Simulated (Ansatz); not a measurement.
# What Tl2S (model cell, started as cuprite) distorts into

Which phase does Tl2S (model cell, started as cuprite) fall into along its unstable mode, and how much energy does it gain?

Calculated with Ansatz 0.2.0; DFT PBEsol, scalar-relativistic, plane waves, PAW.

Most raw output is cut from this account.

The structure was built from a prototype and need not be the compound's stable phase.

**1. The structure**

The structure is cubic, space group Pn-3m (No. 224). Conventional cell: a = 6.637 Å, b = 6.637 Å, c = 6.637 Å, α = 90.00°, β = 90.00°, γ = 90.00°. Nearest to S lie 4 Tl at 2.87 Å. Tl has 2 S at 2.87 Å nearest. Farther neighbours and most contacts between anions are not listed.

**2. The dispersion**

The cell comes from relaxations at this level that are not shown. Stability and thermal properties need the whole zone. Linear response on a 2×2×2 q mesh gives force constants as far as a supercell of that size would.

input.yaml reads:

```yaml
crystal:
  lattice:
    - [6.6368285313, 0.0, 0.0]
    - [0.0, 6.6368285313, 0.0]
    - [0.0, 0.0, 6.6368285313]
  atoms:
    - { symbol: S, position: [0.0, 0.0, 0.0] }
    - { symbol: S, position: [0.5, 0.5, 0.5] }
    - { symbol: Tl, position: [0.25, 0.25, 0.25] }
    - { symbol: Tl, position: [0.75, 0.75, 0.25] }
    - { symbol: Tl, position: [0.75, 0.25, 0.75] }
    - { symbol: Tl, position: [0.25, 0.75, 0.75] }
kpoints:
  mp_grid: { grid: [6, 6, 6] }
hamiltonian:
  xc: pbesol
scf:
  occupations: { method: methfessel_paxton, width: 0.2 }
output:
  eigenvalues: true
phonons:
  method: dfpt
  qmesh: [2, 2, 2]
  temperatures: { t_max: 1000, t_step: 50 }
  qpath:
    path:
      - [[0.0, 0.0, 0.0], [0.0, 0.5, 0.0], [0.5, 0.5, 0.0], [0.0, 0.0, 0.0], [0.5, 0.5, 0.5], [0.0, 0.5, 0.0]]
      - [[0.5, 0.5, 0.5], [0.5, 0.5, 0.0]]
    npoints: 10
```

Command:

```sh
ansatz run input.yaml --threads 8 --pin off --max-ram 14336MiB --backend cpu --events-out ev --progress --plain --runs-dir out
```

It took 4.4 min on 8 threads of Arm Neoverse N1, shared host; peak memory 3.3 GiB.

Numbers from this step:

- volume per atom: 48.72 Å³
- gap on the k-mesh: 0 eV
- sum-rule residual before enforcement: 2.31e-5 eV/Å²
- lowest frequency on the path: -147.2 cm⁻¹
- point group: m-3m
- highest frequency on the path or at a solved wavevector: 134.1 cm⁻¹
- highest optical mode at the zone centre (no LO-TO term): 82.66 cm⁻¹
- lowest optical zone-centre mode: -147.2 cm⁻¹
- lowest mode on the q mesh (acoustic modes at Γ apart): -147.2 cm⁻¹

Frequencies (cm⁻¹) solved at each irreducible wavevector; negative means imaginary. Frequencies by wavevector, by row:

| q in reciprocal lattice units | star | mode 1 | mode 2 | mode 3 | mode 4 | mode 16 | mode 17 | mode 18 |
| --- | --- | --- | --- | --- | --- | --- | --- | --- |
| 0 0 0 | 1 | -147.2 | -147.2 | -147.2 | -44.4 | 82.3 | 82.3 | 82.7 |
| 0 0 -0.5 | 3 | -75.3 | -75.3 | -43.5 | -43.5 | 97.2 | 127 | 127 |
| 0 -0.5 -0.5 | 3 | -86.4 | -86.4 | -42.4 | -42.4 | 76.3 | 133.1 | 133.1 |
| -0.5 -0.5 -0.5 | 1 | -129.5 | -129.5 | -129.5 | -40.9 | 117.2 | 117.2 | 117.2 |

Interpolated from a 2×2×2 q mesh. The phonon branches at the labelled points (cm⁻¹):

| point | branch 1 | branch 2 | branch 3 | branch 4 | branch 15 | branch 16 | branch 17 | branch 18 |
| --- | --- | --- | --- | --- | --- | --- | --- | --- |
| Γ | -147 | -147 | -147 | -44 | 82 | 82 | 82 | 83 |
| halfway | -118 | -118 | -100 | -44 | 69 | 108 | 108 | 109 |
| X | -75 | -75 | -44 | -44 | 97 | 97 | 127 | 127 |
| halfway | -77 | -77 | -48 | -48 | 86 | 86 | 131 | 131 |
| M | -86 | -86 | -42 | -42 | 76 | 76 | 133 | 133 |
| halfway | -104 | -99 | -68 | -44 | 67 | 100 | 118 | 127 |
| Γ | -147 | -147 | -147 | -44 | 82 | 82 | 82 | 83 |
| halfway | -102 | -102 | -55 | -42 | 74 | 99 | 126 | 126 |
| R | -130 | -130 | -130 | -41 | 88 | 117 | 117 | 117 |
| halfway | -100 | -94 | -77 | -40 | 74 | 110 | 126 | 130 |
| X | -75 | -75 | -44 | -44 | 97 | 97 | 127 | 127 |
| jump to R | -130 | -130 | -130 | -41 | 88 | 117 | 117 | 117 |
| halfway | -111 | -111 | -101 | -40 | 80 | 111 | 126 | 126 |
| M | -86 | -86 | -42 | -42 | 76 | 76 | 133 | 133 |

Symmetry leaves 4 wavevectors to solve. The lowest mode among them, the acoustic zeros apart, lies at Γ and is imaginary, 147.2i cm⁻¹, so the energy falls along it.

**3. The mode frozen in, largest atomic shift 0 Å**

The mode followed lies at q = (-0.5, -0.5, -0.5) with frequency 129.5i cm⁻¹ and is 3-fold degenerate, one of the unstable modes though not the softest. At small amplitude the distorted cell has space group no. 141 by a symmetry search on the positions. The undistorted cell that holds it gives the zero of energy on the same k mesh.

System of this step: Tl2S (model cell, started as cuprite). Symmetry: Pn-3m, No. 224, cubic system. The conventional cell has a = 6.637 Å, b = 6.637 Å, c = 6.637 Å, α = 90.00°, β = 90.00°, γ = 90.00°. S has 4 Tl at 2.87 Å nearest. Tl has 2 S at 2.87 Å nearest. Farther neighbours and most contacts between anions are not listed.

input.yaml reads:

```yaml
crystal:
  lattice:
    - [6.6368285313, 6.6368285313, 0.0]
    - [6.6368285313, 0.0, 6.6368285313]
    - [6.6368285313, 0.0, -6.6368285313]
  atoms:
    - { symbol: S, position: [0.0, 0.0, 0.0] }
    - { symbol: S, position: [0.0, 0.5, 0.5] }
    - { symbol: S, position: [0.5, 0.25, 0.75] }
    - { symbol: S, position: [0.5, 0.75, 0.25] }
    - { symbol: Tl, position: [0.25, 0.125, 0.875] }
    - { symbol: Tl, position: [0.25, 0.625, 0.375] }
    - { symbol: Tl, position: [0.75, 0.125, 0.875] }
    - { symbol: Tl, position: [0.75, 0.625, 0.375] }
    - { symbol: Tl, position: [0.25, 0.625, 0.875] }
    - { symbol: Tl, position: [0.25, 0.125, 0.375] }
    - { symbol: Tl, position: [0.75, 0.125, 0.375] }
    - { symbol: Tl, position: [0.75, 0.625, 0.875] }
kpoints:
  mp_grid: { grid: [6, 6, 6] }
hamiltonian:
  xc: pbesol
scf:
  occupations: { method: methfessel_paxton, width: 0.2 }
output:
  forces: true
  stress: true
  eigenvalues: true
```

Run time: 9.8 s. Hardware: 8 threads; peak memory 2.3 GiB; 73 s of CPU time.

This step gave:

```yaml
pressure: -0.003825 GPa
energy_from_the_undistorted_cell: 0 meV/atom
```

The run ends at a pressure of 0.00 GPa.

**4. The mode frozen in, largest atomic shift 0.6 Å**

The atoms are moved along the unstable eigenvector, the largest shift by 0.6 Å, with the cell fixed.

input.yaml reads:

```yaml
crystal:
  lattice:
    - [6.6368285313, 6.6368285313, 0.0]
    - [6.6368285313, 0.0, 6.6368285313]
    - [6.6368285313, 0.0, -6.6368285313]
  atoms:
    - { symbol: S, position: [-0.0904046258, 0.0452023129, 0.0452023129] }
    - { symbol: S, position: [0.0904046258, 0.4547976871, 0.4547976871] }
    - { symbol: S, position: [0.4095953742, 0.2952023129, 0.7952023129] }
    - { symbol: S, position: [0.5904046258, 0.7047976871, 0.2047976871] }
    - { symbol: Tl, position: [0.258137737, 0.1201267457, 0.8709311315] }
    - { symbol: Tl, position: [0.241862263, 0.6298732543, 0.3790688685] }
    - { symbol: Tl, position: [0.758137737, 0.1209311315, 0.8701267457] }
    - { symbol: Tl, position: [0.741862263, 0.6290688685, 0.3798732543] }
    - { symbol: Tl, position: [0.258137737, 0.6217355173, 0.8709311315] }
    - { symbol: Tl, position: [0.241862263, 0.1282644827, 0.3790688685] }
    - { symbol: Tl, position: [0.758137737, 0.1209311315, 0.3717355173] }
    - { symbol: Tl, position: [0.741862263, 0.6290688685, 0.8782644827] }
kpoints:
  mp_grid: { grid: [6, 6, 6] }
hamiltonian:
  xc: pbesol
scf:
  occupations: { method: methfessel_paxton, width: 0.2 }
output:
  forces: true
  stress: true
  eigenvalues: true
```

Wall time 20 s (8 threads); peak memory 2.6 GiB.

This step gave:

* pressure: 0.8193 GPa
* gap on the k-mesh: 0.2865 eV
* energy from the undistorted cell: -32.54 meV/atom

The energy, extrapolated to zero smearing, is -32.54 meV/atom against the undistorted cell.

The run ends at a pressure of 0.82 GPa, with forces up to 0.54 eV/Å.

**5. Energy along the mode, all amplitudes (two of the runs are shown above)**

An imaginary frequency means negative curvature, so the energy should fall and then rise again as anharmonic terms take over.

This step gave:

| Property | Result |
| --- | --- |
| depth at the lowest point sampled | 32.54 meV/atom |
| largest atomic shift at that point | 0.6 Å |

Table of energy from the parent by largest atomic shift:

| largest atomic shift (Å) | energy from the parent (meV/atom) |
| --- | --- |
| 0.000 | 0 |
| 0.040 | -0.602 |
| 0.080 | -2.24 |
| 0.140 | -5.94 |
| 0.220 | -12.1 |
| 0.320 | -20.5 |
| 0.450 | -29.4 |
| 0.600 | -32.5 |

Displacement at unit largest shift by atom:

| atom | x (Å) | y (Å) | z (Å) | size |
| --- | --- | --- | --- | --- |
| S1 | 0.00 | -1.00 | 0.00 | 1.00 |
| S2 | 0.00 | 1.00 | 0.00 | 1.00 |
| S3 | 0.00 | -1.00 | 0.00 | 1.00 |
| S4 | 0.00 | 1.00 | 0.00 | 1.00 |
| Tl5 | -0.01 | 0.09 | -0.01 | 0.09 |
| Tl6 | 0.01 | -0.09 | 0.01 | 0.09 |
| Tl7 | -0.01 | 0.09 | 0.01 | 0.09 |
| Tl8 | 0.01 | -0.09 | -0.01 | 0.09 |
| Tl9 | 0.01 | 0.09 | 0.01 | 0.09 |
| Tl10 | -0.01 | -0.09 | -0.01 | 0.09 |
| Tl11 | 0.01 | 0.09 | -0.01 | 0.09 |
| Tl12 | -0.01 | -0.09 | 0.01 | 0.09 |

The lowest of the steps tried is the last one, at 0.6 Å, 32.5 meV/atom below the parent; the bottom of the well need not coincide with a step.

**6. Relaxation from the frozen mode**

Starting from the lowest point found, all atoms and the cell are let go, so that strain and other modes of the same symmetry can join in.

Changes to input.yaml since step 4:

```diff
@@ -28 +28,6 @@
   eigenvalues: true
+relax:
+  adjacent_minimum: "off"
+  f_tol: 0.002
+  max_steps: 120
+  cell: { stress_tol: 0.03 }
```

Elapsed: 7.2 min, on 8 threads; peak memory 2.7 GiB.

Relaxation path:

| step | energy less that of the first step (eV) | largest force component (eV/Å) | pressure (GPa) | volume (Å³) |
| --- | --- | --- | --- | --- |
| 1 | 0.0000 | 0.3794 | 0.82 | 584.67 |
| 2 | -0.5868 | 0.1875 | -0.49 | 584.69 |
| 3 | -1.0293 | 0.1020 | -1.29 | 559.20 |
| 4 | -1.4318 | 0.2091 | -1.23 | 511.70 |
| 5 | -1.5888 | 0.1524 | 0.39 | 450.66 |
| 6 | -1.6807 | 0.1532 | 0.35 | 452.15 |
| 7 | -1.7577 | 0.0712 | -0.07 | 451.72 |
| 8 | -1.8569 | 0.0865 | -0.13 | 446.52 |
| 9 | -2.0841 | 0.1161 | -0.49 | 428.27 |
| 10 | -2.3532 | 0.0846 | -0.32 | 410.27 |
| 11 | -2.5710 | 0.0377 | -0.03 | 394.92 |
| 12 | -2.6843 | 0.1031 | 0.29 | 383.22 |
| 13 | -2.6930 | 0.2091 | 0.40 | 387.42 |
| 14 | -2.6907 | 0.1869 | 0.55 | 380.76 |
| 15 | -2.7628 | 0.0986 | -0.24 | 392.20 |
| 16 | -2.7700 | 0.0062 | 0.00 | 388.95 |
| 17 | -2.7703 | 0.0019 | 0.00 | 389.34 |
| 18 | -2.7704 | 0.0006 | 0.00 | 389.16 |
| 19* | -2.7619 | 0.0006 | -0.02 | 389.16 |

Relaxation steps marked * repeat the geometry before them on a plane-wave basis chosen anew for their cell, so energy and pressure can jump there. Relaxation step 14 was tried and not accepted.

Forces are held to the 16 operations that the run works with; a distortion that breaks them can't arise in this run.

| cell as run | before | after | change |
| --- | --- | --- | --- |
| a (Å) | 9.386 | 7.966 | -15.1 % |
| b (Å) | 9.386 | 9.224 | -1.7 % |
| c (Å) | 9.386 | 9.224 | -1.7 % |
| β (°) | 60.00 | 54.62 | -9.0 % |
| γ (°) | 60.00 | 54.62 | -9.0 % |
| volume (Å³/atom) | 48.72 | 32.43 | -33.4 % |

The atoms that moved most (Å, as changes of fractional coordinates times the final cell):

| atom | dx | dy | dz | length |
| --- | --- | --- | --- | --- |
| Tl5 | -0.271 | 0.308 | -0.271 | 0.492 |
| Tl10 | -0.271 | -0.308 | -0.271 | 0.492 |
| Tl9 | 0.271 | 0.308 | 0.271 | 0.492 |
| Tl6 | 0.271 | -0.308 | 0.271 | 0.492 |
| Tl7 | -0.271 | 0.308 | 0.271 | 0.492 |
| Tl8 | 0.271 | -0.308 | -0.271 | 0.492 |
| Tl11 | 0.271 | 0.308 | -0.271 | 0.492 |
| Tl12 | -0.271 | -0.308 | 0.271 | 0.492 |

Final coordinates:

```xyz
12
Lattice="6.5227 4.5734 0.0000 6.5227 0.0000 6.5227 6.5227 0.0000 -6.5227" Properties=species:S:1:pos:R:3 pbc="T T T"
S     0.0000   -0.6517    0.0000
S     6.5227    0.6517    0.0000
S     9.7840    1.6350   -3.2613
S     9.7840    2.9384    3.2613
Tl    7.8768    1.4885   -5.1686
Tl    8.4299    0.7983    1.9072
Tl   11.1382    3.7752   -4.6155
Tl   11.6913    3.0850    1.3541
Tl   11.6913    1.4885   -1.3541
Tl    4.6155    0.7983   -1.9072
Tl    8.4299    3.7752   -1.9072
Tl   14.3995    3.0850   -1.3541
```

Numbers from this step:

| Quantity | Value |
| --- | --- |
| pressure | -0.01850 GPa |
| volume per atom | 32.43 Å³ |
| gap on the k-mesh | 0 eV |

The distorted start has space group I4_1/amd; the relaxation ends in I4_1/amd.

**7. Summary of results**

| Quantity | Value |
| --- | --- |
| unstable mode of the parent | q = (-0.5, -0.5, -0.5), 130i cm⁻¹ |
| depth at the lowest point sampled | 32.5 meV/atom |
| largest atomic shift at that point | 0.6 Å |
| space group reached (within 0.01 Å) | I4_1/amd |
| energy gained over the parent (first relaxation, on the mesh of the frozen mode) | 261 meV/atom |
| volume per atom, phase reached | 32.4 Å³ |

**Reading.** Along this mode the structure falls into I4_1/amd, 261 meV/atom below the parent. At the parent's cell the well is 32.54 meV/atom deep on the steps tried, with its lowest point at a shift of 0.6 Å. That is the last step tried, so the steps alone don't bracket the bottom of the well. Relaxing atoms and cell changes the gain by +228.94 meV/atom against the lowest step (energies at zero smearing). Most of the total comes from this relaxation. The modes of the phase reached were not computed on this path. Of the 5 patterns followed to their end from this parent, this one ends 257 meV/atom above the lowest, P4/nmm. Each path keeps the symmetry of its pattern, so a lower phase may lie along a pattern not tried. With no gap, or one that is small against the smearing, the frequencies hang on the k mesh and the smearing, most of all near Kohn anomalies. The volume moved by more than a tenth on the k mesh of the start, so the energy gain is rough. Spin-orbit coupling is left out, which can matter for the heavy elements here. The starting cell was built on a prototype and not taken from a measurement, so the phase need not exist.

[Logs are printed without paths, hosts, clocks, repeated set-up lines and the standing remarks that a program may print on its own settings, such as how far it seeks lower states.]

[Hosts, paths, dates, database ids (printed as entryN), source tags and the programs' standing remarks are cut or masked in the printed files.]
